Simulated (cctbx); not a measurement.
# Diagnosing a refinement

Cell a = 5.5440 Å, b = 5.5440 Å, c = 13.4440 Å, α = 90.00°, β = 90.00°, γ = 90.00°; space group I4/mmm (no. 139).

Simulated single-crystal data (cctbx): synchrotron X-rays, λ = 0.7749 Å, to d = 0.65 Å, 70 % of the full sphere, strongest reflection 40000 counts, noise from counting, a 3 % proportional error and a noise floor of 4 counts (s.d.); no absorption.

An anisotropic refinement with weights 1/σ² prints:

```text
Rint 0.028, 264 unique reflections to 0.65 A
cycle     R1     wR2    GooF  max shift (A)
   1  0.3464  0.6861  37.762   0.00743
   3  0.1475  0.3628  19.970   0.00005
final R1 0.1475 wR2 0.3628 GooF 19.970  parameters 14  data/parameter 18.9
atom        x        y        z      Ueq    occ   su(xyz)  su(Uiso or U11)
Cd1    0.50000  0.50000  0.12996  -0.0069  1.000  0.00023  0.0011  NPD
I1     0.50000  0.00000  0.25000   0.0127  1.000  0.00000  0.0016
Zn1    0.00000  0.00000  0.00000  -0.0062  1.000  0.00000  0.0017  NPD
Zn2    0.50000  0.00000  0.00000  -0.0044  1.000  0.00000  0.0021  NPD
O1     0.24692  0.75308  0.00000   0.0017  1.000  0.00352  0.0071  NPD
difference map: max 39.93 min -4.20 rms 2.63
Q1    0.0000  0.0000  0.3653    4   39.97  0.06 A from Cd1
Q2    0.0000  0.5000  0.0000    4   26.91  0.00 A from Zn2
Q3    0.0000  0.0000  0.0000    2   22.73  0.00 A from Zn1
Q4    0.0000  0.5000  0.2500    4   15.64  0.00 A from I1
Q5    0.2486  0.2486  0.0000    8    8.91  0.01 A from O1
Q6    0.2354  0.2354  0.3537   16    2.36  1.86 A from Cd1
```

Q: Accept it or mend it, and why?

Mend it. The fault: wrong element: I1 is Br. Against the right model at the same level, R1 goes from 0.0075 to 0.1475 and GooF from 0.98 to 19.97, U of Zn2 shrinks from 0.0063 to -0.0044 Å², U of Zn1 shrinks from 0.0047 to -0.0062 Å², U of Cd1 shrinks from 0.0040 to -0.0069 Å², U of I1 swells from 0.0071 to 0.0127 Å², the top difference peak, 40.0 e/Å³, lies on Cd1 and Cd1, Zn1, Zn2 and O1 go non-positive-definite. I1 has 18 electrons too many and its U swells to shed them, as expected.

The compound is Zn3Cd2Br2O4. The right model at the same level gives:

```text
Rint 0.028, 264 unique reflections to 0.65 A
cycle     R1     wR2    GooF  max shift (A)
   1  0.0084  0.0210   1.158   0.00028
   2  0.0075  0.0178   0.978   0.00000
final R1 0.0075 wR2 0.0178 GooF 0.978  parameters 14  data/parameter 18.9
atom        x        y        z      Ueq    occ   su(xyz)  su(Uiso or U11)
Cd1    0.50000  0.50000  0.13011   0.0040  1.000  0.00001  0.0001
Br1    0.50000  0.00000  0.25000   0.0071  1.000  0.00000  0.0001
Zn1    0.00000  0.00000  0.00000   0.0047  1.000  0.00000  0.0001
Zn2    0.50000  0.00000  0.00000   0.0063  1.000  0.00000  0.0001
O1     0.24770  0.75230  0.00000   0.0068  1.000  0.00014  0.0003
difference map: max 0.73 min -0.46 rms 0.09
Q1    0.0000  0.0000  0.1897    4    0.73  2.42 A from Cd1
Q2    0.0000  0.0000  0.4332    4    0.51  0.85 A from Cd1
Q3    0.0000  0.5000  0.0682    8    0.43  0.92 A from Zn2
Q4    0.0000  0.0000  0.3187    4    0.43  0.69 A from Cd1
Q5    0.0000  0.4117  0.0000    8    0.34  0.49 A from Zn2
Q6    0.0000  0.2427  0.3766   16    0.29  1.35 A from Cd1
```

The model was made for the exercise: a known structure type with other elements put in, its volume estimated, not relaxed; displacement parameters are assumed.

[Middle refinement cycles are left out of these outputs.]

[Logs are printed without paths, hosts, clocks, repeated set-up lines and the standing remarks that a program may print on its own settings, such as how far it seeks lower states.]
